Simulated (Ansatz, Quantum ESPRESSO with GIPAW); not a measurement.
# From a field gradient to a quadrupolar line: 17O in C2H3N2O

A plane-wave PAW calculation (PBEsol, Ansatz) gives this electric field gradient, in 10²¹ V/m² and Cartesian axes, at one O site of C2H3N2O (atom 1; bound to C; site symmetry m):

```
    -10.2062        0.0000        0.0000
      0.0000        1.0098       -5.1202
      0.0000       -5.1202        9.1964
```

17O has spin 5/2, Q = -0.02558 barn and |γ|/2π = 5.7742 MHz/T. The cell is the Cmcm form of a database entry, atoms relaxed, static and at 0 K. The PAW files were made for PBE.

**Task.** Find C_Q, η_Q and ν_Q, and the shift and width of the central transition under fast MAS at 14.1 T and 20 T.

1. The tensor is symmetric and traceless. Its eigenvalues, ordered by size, are V_xx = -1.4522, V_yy = -10.2062 and V_zz = 11.6584.

2. η_Q = (V_xx − V_yy)/V_zz = 0.751.

3. C_Q = eQV_zz/h. One unit of 10²¹ V/m² with one barn gives 24.18 MHz, so C_Q = 24.18 × −0.02558 × 11.6584 = -7.211 MHz. A spectrum shows its size, not its sign.

4. ν_Q = 3C_Q/[2I(2I−1)] = 1.082 MHz in size, and P_Q = |C_Q|√(1 + η²/3) = 7.859 MHz.

5. The resonances lie at ν0 = 81.42 and 115.48 MHz, so ν_Q/ν0 is 0.013 at most and second order holds. The centre of gravity moves by δ_Q = −(3/40)(P_Q/ν0)² F × 10⁶ ppm, with F = [I(I+1) − 3/4]/[I²(2I−1)²] = 0.08: -55.9 ppm at 14.1 T and -27.8 ppm at 20 T.

6. Summing the second-order term over orientations gives a full width of 128 ppm (10 kHz) and 63.4 ppm (7.3 kHz). In ppm both fall as 1/B²: (14.1/20)² = 0.497. The spinning rate must pass the static width for this shape to show cleanly.

[Banner, clock, file and message-heading lines were taken out of the pw.x and gipaw.x logs.]

[Logs are printed without paths, hosts, clocks, repeated set-up lines and the standing remarks that a program may print on its own settings, such as how far it seeks lower states.]

[Hosts, paths, dates, database ids (printed as entryN), source tags and the programs' standing remarks are cut or masked in the printed files.]
